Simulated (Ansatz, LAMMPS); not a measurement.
# Relaxing glassy 35SiO2-35B2O3-15MgO-15K2O (mol %) (92 atoms), part 2 of 2

Aim: bring glassy 35SiO2-35B2O3-15MgO-15K2O (mol %) (92 atoms) to a nearby minimum of the energy and see what moves.

Ansatz 0.2.0; Kohn-Sham DFT, revPBE, PAW (set soft_2), plane waves.

The cell: 9 Si, 18 B, 4 Mg, 8 K and 53 O. The quench rate of 20 K/ps far exceeds what a furnace or splat quench reaches. The network of bonds at the start is that of the classical potential that made the cell. The Brillouin zone is sampled at Γ only, in a cell whose shortest periodic width is 11 Å.

So far, density (g/cm³): step 5 (local order after relaxation) 2.41.

**6. Single point at the relaxed geometry**

The electronic structure is read at the final geometry, in a run of its own.

Contents of input.yaml:

```yaml
crystal:
  lattice:
    - [10.55479, 0.0, 0.0]
    - [0.0, 10.55479, 0.0]
    - [0.0, 0.0, 10.55479]
  atoms:
    - { symbol: Si, position: [0.03733, 0.12893, 0.19205] }
    - { symbol: Si, position: [0.13472, 0.22246, 0.93625] }
    - { symbol: Si, position: [0.42372, 0.69163, 0.58627] }
    - { symbol: Si, position: [0.92911, 0.50108, 0.10797] }
    - { symbol: Si, position: [0.55438, 0.45517, 0.90331] }
    - { symbol: Si, position: [0.93332, 0.6162, 0.83244] }
    - { symbol: Si, position: [0.48323, 0.07352, 0.69055] }
    - { symbol: Si, position: [0.24939, 0.50392, 0.90376] }
    - { symbol: Si, position: [0.78508, 0.266, 0.22269] }
    - { symbol: B, position: [0.54632, 0.27486, 0.09802] }
    - { symbol: B, position: [0.41356, 0.45947, 0.21829] }
    - { symbol: B, position: [0.35355, 0.8563, 0.78746] }
    - { symbol: B, position: [0.23072, 0.50573, 0.64237] }
    - { symbol: B, position: [0.61947, 0.48662, 0.63372] }
    - { symbol: B, position: [0.15383, 0.74744, 0.92445] }
    - { symbol: B, position: [0.68925, 0.69362, 0.92636] }
    - { symbol: B, position: [0.7832, 0.434, 0.4428] }
    - { symbol: B, position: [0.10651, 0.93614, 0.54553] }
    - { symbol: B, position: [0.18132, 0.52881, 0.20514] }
    - { symbol: B, position: [0.32091, 0.1699, 0.0828] }
    - { symbol: B, position: [0.76833, 0.63583, 0.27212] }
    - { symbol: B, position: [0.32801, 0.03188, 0.48437] }
    - { symbol: B, position: [0.07186, 0.15472, 0.67169] }
    - { symbol: B, position: [0.22845, 0.19927, 0.32289] }
    - { symbol: B, position: [0.30891, 0.27117, 0.65423] }
    - { symbol: B, position: [0.14322, 0.88579, 0.13312] }
    - { symbol: B, position: [0.98249, 0.49561, 0.58574] }
    - { symbol: Mg, position: [0.57049, 0.63939, 0.38563] }
    - { symbol: Mg, position: [0.07657, 0.30066, 0.47859] }
    - { symbol: Mg, position: [0.18724, 0.78733, 0.3702] }
    - { symbol: Mg, position: [0.2756, 0.4941, 0.41879] }
    - { symbol: K, position: [0.5171, 0.27459, 0.425] }
    - { symbol: K, position: [0.85085, 0.05966, 0.4812] }
    - { symbol: K, position: [0.67753, 0.83557, 0.67907] }
    - { symbol: K, position: [0.95343, 0.95065, 0.85485] }
    - { symbol: K, position: [0.49042, 0.96549, 0.25085] }
    - { symbol: K, position: [0.42736, 0.72537, 0.05928] }
    - { symbol: K, position: [0.79005, 0.26241, 0.78472] }
    - { symbol: K, position: [0.81662, 0.88811, 0.13028] }
    - { symbol: O, position: [0.05887, 0.01337, 0.63932] }
    - { symbol: O, position: [0.0299, 0.19749, 0.04991] }
    - { symbol: O, position: [0.79407, 0.68721, 0.83785] }
    - { symbol: O, position: [0.92857, 0.53977, 0.69545] }
    - { symbol: O, position: [0.87873, 0.14007, 0.22512] }
    - { symbol: O, position: [0.6886, 0.73726, 0.275] }
    - { symbol: O, position: [0.17469, 0.37119, 0.92949] }
    - { symbol: O, position: [0.91712, 0.45252, 0.48082] }
    - { symbol: O, position: [0.04377, 0.72228, 0.83733] }
    - { symbol: O, position: [0.58608, 0.31972, 0.96987] }
    - { symbol: O, position: [0.23423, 0.17674, 0.18223] }
    - { symbol: O, position: [0.64994, 0.80586, 0.96427] }
    - { symbol: O, position: [0.93329, 0.51853, 0.95339] }
    - { symbol: O, position: [0.44739, 0.03305, 0.54017] }
    - { symbol: O, position: [0.08656, 0.16834, 0.33775] }
    - { symbol: O, position: [0.40106, 0.97786, 0.78449] }
    - { symbol: O, position: [0.07064, 0.47496, 0.15956] }
    - { symbol: O, position: [0.24264, 0.32189, 0.37311] }
    - { symbol: O, position: [0.60351, 0.44381, 0.75498] }
    - { symbol: O, position: [0.41885, 0.21746, 0.70085] }
    - { symbol: O, position: [0.84025, 0.37833, 0.13295] }
    - { symbol: O, position: [0.31727, 0.10772, 0.38024] }
    - { symbol: O, position: [0.29569, 0.47419, 0.15779] }
    - { symbol: O, position: [0.55478, 0.59406, 0.58647] }
    - { symbol: O, position: [0.97491, 0.22236, 0.61099] }
    - { symbol: O, position: [0.2527, 0.82462, 0.85851] }
    - { symbol: O, position: [0.32044, 0.39994, 0.62473] }
    - { symbol: O, position: [0.29103, 0.61356, 0.56472] }
    - { symbol: O, position: [0.50791, 0.38574, 0.17268] }
    - { symbol: O, position: [0.43841, 0.52272, 0.3299] }
    - { symbol: O, position: [0.65301, 0.21043, 0.16646] }
    - { symbol: O, position: [0.26734, 0.14635, 0.96578] }
    - { symbol: O, position: [0.45442, 0.76906, 0.45891] }
    - { symbol: O, position: [0.09987, 0.82936, 0.02378] }
    - { symbol: O, position: [0.69912, 0.42031, 0.55632] }
    - { symbol: O, position: [0.20484, 0.54342, 0.76331] }
    - { symbol: O, position: [0.04155, 0.84952, 0.47787] }
    - { symbol: O, position: [0.40401, 0.49051, 0.91016] }
    - { symbol: O, position: [0.86359, 0.62406, 0.18055] }
    [... 8 atom lines left out ...]
    - { symbol: O, position: [0.44806, 0.17498, 0.09898] }
    - { symbol: O, position: [0.42664, 0.76288, 0.7224] }
    - { symbol: O, position: [0.11292, 0.47772, 0.56517] }
    - { symbol: O, position: [0.63179, 0.57699, 0.96299] }
    - { symbol: O, position: [0.24081, 0.93886, 0.51673] }
    - { symbol: O, position: [0.20613, 0.6309, 0.98251] }
kpoints:
  mp_grid: { grid: [1, 1, 1] }
hamiltonian:
  xc: revpbe
scf:
  occupations: { method: fixed }
output:
  forces: true
  stress: true
  populations: true
  dos:
    method: { smearing: { sigma: 0.15 } }
    de: 0.1
    projected: { site_lists: { B: [B], K: [K], Mg: [Mg], O: [O], Si: [Si] } }
  eigenvalues: true
  write_density: true
  write_potential: true
  volumetric_format: npy
```

Run with:

```sh
$ ansatz run input.yaml --threads 4 --pin off --max-ram 8192MiB --backend cpu --events-out ev --progress --plain --runs-dir out
```

Wall time 15 s (4 threads of Arm Neoverse V2, shared host); peak memory 1.5 GiB.

Read from the output:

| Property | Result |
| --- | --- |
| free energy | -58825.2580 eV |
| free energy per atom | -639.4050 eV/atom |
| SCF cycles | 9 |
| pressure | 2.453 GPa |
| r.m.s. force component | 0.011 eV/Å |
| longest force | 0.07447 eV/Å |
| Fermi energy | 3.946 eV |
| gap (highest filled to lowest empty level) | 3.978 eV |
| spilling of the projection | 0.009116 |

Löwdin charges by element and coordination (they lack the spilled electrons, 0.052 e an atom on average):

| element | coordination | atoms | mean charge (e) | spread | least | most |
| --- | --- | --- | --- | --- | --- | --- |
| B | all | 18 | 0.581 | 0.0351 | 0.523 | 0.631 |
| B | 3 | 12 | 0.582 | 0.0379 | 0.523 | 0.631 |
| B | 4 | 6 | 0.578 | 0.0285 | 0.540 | 0.612 |
| K | all | 8 | 0.882 | 0.0094 | 0.866 | 0.896 |
| K | 5 | 2 | 0.896 | 8.0e-4 | 0.895 | 0.896 |
| K | 6 | 2 | 0.878 | 0.0027 | 0.875 | 0.880 |
| K | 7 | 3 | 0.876 | 0.0075 | 0.866 | 0.885 |
| K | 10 | 1 | 0.881 | 0 | 0.881 | 0.881 |
| Mg | all | 4 | 1.67 | 0.0029 | 1.66 | 1.67 |
| Mg | 4 | 1 | 1.67 | 0 | 1.67 | 1.67 |
| Mg | 5 | 2 | 1.66 | 0.0018 | 1.66 | 1.67 |
| Mg | 6 | 1 | 1.67 | 0 | 1.67 | 1.67 |
| O | all | 53 | -0.660 | 0.146 | -1.00 | -0.430 |
| O | 2 | 10 | -0.657 | 0.118 | -0.794 | -0.443 |
| O | 3 | 23 | -0.620 | 0.143 | -1.00 | -0.430 |
| O | 4 | 20 | -0.709 | 0.148 | -0.976 | -0.463 |
| Si | all | 9 | 1.73 | 0.0413 | 1.65 | 1.79 |

States in the cell by windows of 1 eV, zero at the Fermi level; the larger projections on atomic orbitals stand beside the total:

```csv
from (eV),to (eV),total,O p,B p
-10,-9,13.6,9.3,0.7
-9,-8,15.2,10.6,1.5
-8,-7,21.3,15.0,3.0
-7,-6,25.8,18.5,3.9
-6,-5,21.7,16.0,3.2
-5,-4,31.6,24.5,3.6
-4,-3,45.6,39.0,2.4
-3,-2,58.6,53.9,1.3
-2,-1,55.9,53.3,0.6
-1,0,25.2,24.1,0.3
0,1,1.2,1.1,0.0
1,3,0.0,0.0,0.0
3,4,1.0,0.0,0.0
4,5,1.1,0.0,0.0
```

With fixed occupations the program's Fermi level is the highest filled level; weight inside the gap is the broadening of levels at its edges.

Between -26 and -10 eV lie 156 more states.

About 49 of the 520 electrons lie in deeper levels, below the stored range.

The levels nearest the highest filled one (over half full), pooled over k-points and spins:

```csv
level less the highest filled one (eV),occupation
-0.675,2
-0.607,2
-0.511,2
-0.409,2
-0.357,2
0,2
3.98,0
5.18,0
5.42,0
5.47,0
5.64,0
5.75,0
```

Electrostatic potential energy in the ac plane at fractional y = 0.487, with atoms of Si and B and Mg and O within 0.2 Å of it. With pseudopotentials it is smooth inside the atoms' cores, unlike the true potential.

Ten even steps from '_' (-48 eV) to '@' (10 eV), each cell a mean:
```
@@@@@@@@@@%%**====##%%##**##%%**++++##%%@@@@@@@@@@@@##--::++
@@@@@@@@%%**..____==++::__::**--____==##@@@@@@@@@@@@%%==--++
@@@@@@@@%%**..____--++::..--**--____--##@@@@@@@@@@@@@@%%%%@@
@@@@@@@@@@##++--==**%%####%%%%**====**%%@@@@@@@@@@@@@@@@@@@@
@@@@@@@@@@%%####%%%%@@@@@@@@@@%%%%##**%%@@@@@@@@@@@@@@@@@@@@
@@@@@@@@@@##++##@@@@@@@@@@@@@@@@%%==--++@@@@@@@@@@@@@@@@@@@@
@@@@@@@@@@%%**##%%@@@@@@@@@@@@@@@@**==**%%@@@@@@@@@@@@****%%
%%@@@@@@@@##--::++%%@@@@@@@@@@@@%%++::--**@@@@@@@@@@@@**++##
++##%%####++____--##@@@@@@@@@@@@%%::____==%%@@@@@@@@@@%%++--
__==--..::++==--**%%@@@@@@@@@@@@%%++::::**%%@@@@@@@@@@##::__
::++::__..**%%%%%%@@@@@@@@@@@@@@@@%%%%%%####%%@@@@@@@@##==..
##%%##++**%%%%%%##%%%%@@@@@@@@@@@@@@@@@@@@%%%%%%%%%%**----**
@@@@@@@@@@%%##==::==##%%@@@@@@@@@@@@@@@@@@%%##++**%%++::--##
@@@@@@@@@@%%++______++%%@@@@@@@@@@@@@@@@@@%%**++++%%%%####@@
@@@@@@@@@@%%**::__::**%%%%##%%@@@@@@@@@@@@##++**%%%%@@@@@@@@
@@@@@@@@@@@@%%##**##%%%%==::++@@@@@@@@@@@@%%**##@@@@@@@@@@@@
@@@@@@@@@@@@%%%%%%%%%%%%==--++@@@@@@@@@@@@@@@@@@@@@@@@@@@@@@
@@@@@@@@%%**##%%@@@@%%**--==##@@@@@@@@@@@@@@@@@@@@@@@@@@@@@@
@@##**##++::==##****##--__..**@@@@@@@@@@@@@@@@@@@@@@@@%%%%@@
**::..::++--====....--++--==##@@@@@@@@@@@@@@@@@@@@%%##++==**
++::..--##%%%%**::..==%%%%%%@@@@@@@@@@@@@@@@@@@@@@##--____::
**####%%@@@@@@@@####%%@@@@@@@@@@@@@@@@@@@@@@@@@@@@##::____..
##@@@@@@@@@@@@@@@@@@@@@@@@@@@@@@@@@@@@@@@@@@@@@@@@%%++--::==
@@@@@@@@@@@@%%%%%%@@@@@@@@@@@@@@%%%%@@@@@@@@@@@@@@@@%%**++##
```
Columns run along a (10.6 Å; values clipped at the 3rd and 97th percentile), rows up along c (10.6 Å). Atoms in or near the plane, at fractional coordinates: Si at (0.93, 0.11), Si at (0.25, 0.90), B at (0.23, 0.64), B at (0.62, 0.63), B at (0.98, 0.59), Mg at (0.28, 0.42), O at (0.07, 0.16), O at (0.30, 0.16), O at (0.40, 0.91), O at (0.11, 0.57).

Valence density in the ac plane at fractional y = 0.487, with atoms of Si and B and Mg and O within 0.2 Å of it. It is the smooth field of the valence electrons, not physical close to the nuclei.

Values in e/Å³, 13 rows by 16 columns, each cell a mean:
```
 0  0  0  0  0  1  3  1  0  0  0  0  0  0  3  3
 0  0  0  0  0  1  4  2  0  0  0  0  0  0  0  1
 0  0  0  1  1  0  0  0  0  2  1  0  0  0  0  0
 0  0  0  1  1  0  0  0  0  2  1  0  0  0  1  1
 0  1  1  1  1  0  0  0  0  1  1  0  0  0  1  1
 1  4  4  1  0  0  0  0  0  0  1  1  0  0  1  1
 0  1  1  0  2  0  0  0  0  0  0  0  0  1  3  2
 0  0  0  1 15  3  0  0  0  0  0  1  1  0  1  1
 0  0  0  0  1  0  2  3  0  0  0  1  1  0  0  0
 0  0  0  0  0  0  1  1  0  0  0  0  0  0  0  0
 2  4  1  1  4  3  1  0  0  0  0  0  0  0  0  0
 1  2  1  0  2  2  0  0  0  0  0  0  0  0  0  0
 0  0  0  0  0  0  0  0  0  0  0  0  0  0  1  1
```
Columns run along a (10.6 Å), rows up along c (10.6 Å). Atoms in or near the plane, at fractional coordinates: Si at (0.93, 0.11), Si at (0.25, 0.90), B at (0.23, 0.64), B at (0.62, 0.63), B at (0.98, 0.59), Mg at (0.28, 0.42), O at (0.07, 0.16), O at (0.30, 0.16), O at (0.40, 0.91), O at (0.11, 0.57).

Mean Löwdin charges: B +0.58, K +0.88, Mg +1.67, O -0.66, Si +1.73 e (they miss 0.91 % of the electrons, so they add up to more than the cell's charge).

A closer look about O72, whose charge lies farthest from its element's mean: 13 atoms, nearest first, numbered in the order of the input, with positions taken from that point.

| atom | x | y | z | distance (Å) | bonds | Löwdin charge (e) |
| --- | --- | --- | --- | --- | --- | --- |
| O72 | 0.00 | 0.00 | 0.00 | 0.00 | 3 | -1.00 |
| Si3 | -0.32 | -0.82 | 1.34 | 1.61 | 4 | 1.65 |
| Mg28 | 1.23 | -1.37 | -0.77 | 1.99 | 5 | 1.67 |
| O63 | 1.06 | -1.85 | 1.35 | 2.52 | 4 | -0.68 |
| O67 | -1.72 | -1.64 | 1.12 | 2.63 | 3 | -0.75 |
| O88 | -0.29 | -0.07 | 2.78 | 2.80 | 3 | -0.64 |
| O53 | -0.07 | 2.79 | 0.86 | 2.92 | 4 | -0.64 |
| O69 | -0.17 | -2.60 | -1.36 | 2.94 | 4 | -0.88 |
| O91 | -2.25 | 1.79 | 0.61 | 2.94 | 3 | -0.49 |
| Mg30 | -2.82 | 0.19 | -0.94 | 2.98 | 4 | 1.67 |
| K36 | 0.38 | 2.07 | -2.20 | 3.04 | 7 | 0.88 |
| B22 | -1.33 | 2.77 | 0.27 | 3.09 | 3 | 0.60 |
| O45 | 2.47 | -0.34 | -1.94 | 3.16 | 4 | -0.81 |

The column of bonds counts only the pairs O-B within 1.83 Å, O-Si within 1.95 Å, O-K within 3.38 Å, O-Mg within 2.42 Å; other neighbours, such as metal atoms beside each other in a compound, aren't counted, and periodic images can show an atom twice.

**7. With crystal.symmetry.detect = false and total_charge = 1**

Changed here: crystal.symmetry.detect = false and total_charge = 1.

Changes to input.yaml since step 6:

```diff
@@ -6,3 +6,4 @@
   atoms:
-    [... the 92 atom lines of step 6 ...]
+    [... the 92 atom lines of step 3 ...]
+  symmetry: { detect: false }
 kpoints:
@@ -18,3 +19,3 @@
   dos:
-    method: { smearing: { sigma: 0.15 } }
+    method: { smearing: { sigma: 0.08 } }
     de: 0.1
@@ -22,4 +23,2 @@
   eigenvalues: true
-  write_density: true
-  write_potential: true
-  volumetric_format: npy
+total_charge: 1
```

Run time: 0.08 s. Hardware: 4 threads; peak memory 0.09 GiB; 0.19 s of CPU time.

The input was rejected at the start.

The program's message: “Error: inconsistent input (scf.occupations.method, magnetization): a σ = 0 step fill (method: fixed, or a smearing width below the step floor) cannot realise an odd electron count (519) without a lock …”

Runs without a result: crystal.symmetry.detect = false and total_charge = 1 (refused).

**8. Outcome**

| Property | Result |
| --- | --- |
| energy change in the relaxation | -95.58 meV/atom |
| r.m.s. displacement | 0.521 Å |
| largest displacement | 1.733 Å |
| free energy per atom | -639.4050 eV/atom |
| pressure | 2.453 GPa |
| r.m.s. force component | 0.011 eV/Å |
| gap (highest filled to lowest empty level) | 3.978 eV |
| wall time of the 3 DFT runs | 5.6 min |

What this shows: Relaxation lowers the energy by 95.6 meV/atom and moves atoms by 0.52 Å r.m.s.; the r.m.s. force component goes from 1.0 to 0.011 eV/Å, the pressure goes from 0.52 to 2.5 GPa, and the gap from 2.04 to 3.98 eV. By the final cutoffs 14 of 162 bonded pairs parted and 21 joined. First to last step the energy falls by 8.793 eV; the largest move, 1.73 Å, is that of O79. The O-K bonds change most in mean length: from 3.067 Å (spread 0.161) to 2.897 Å (spread 0.211), and their number from 47 to 53. Counting bonds as in the table, 67 % of B atoms have 3, 38 % of K atoms have 7, 50 % of Mg atoms have 5 and 43 % of O atoms have 3 bonded neighbours. 81 % of the oxygens bridge two formers (Si and B) and 19 % are non-bridging. The highest filled and lowest empty levels differ by 3.98 eV (at Γ alone); a semilocal functional tends to put such gaps too low. In a disordered cell it changes from sample to sample, and tail or defect levels can set it.

Caveats: The network of bonds at the start is that of the classical potential that made the cell; in DFT 14 of its 162 bonded pairs passed out of the cutoffs and 21 came within them. The pressure of 2.5 GPa says that the cell would expand at this level of theory.

[Logs are printed without paths, hosts, clocks, repeated set-up lines and the standing remarks that a program may print on its own settings, such as how far it seeks lower states.]

[Hosts, paths, dates, database ids (printed as entryN), source tags and the programs' standing remarks are cut or masked in the printed files.]
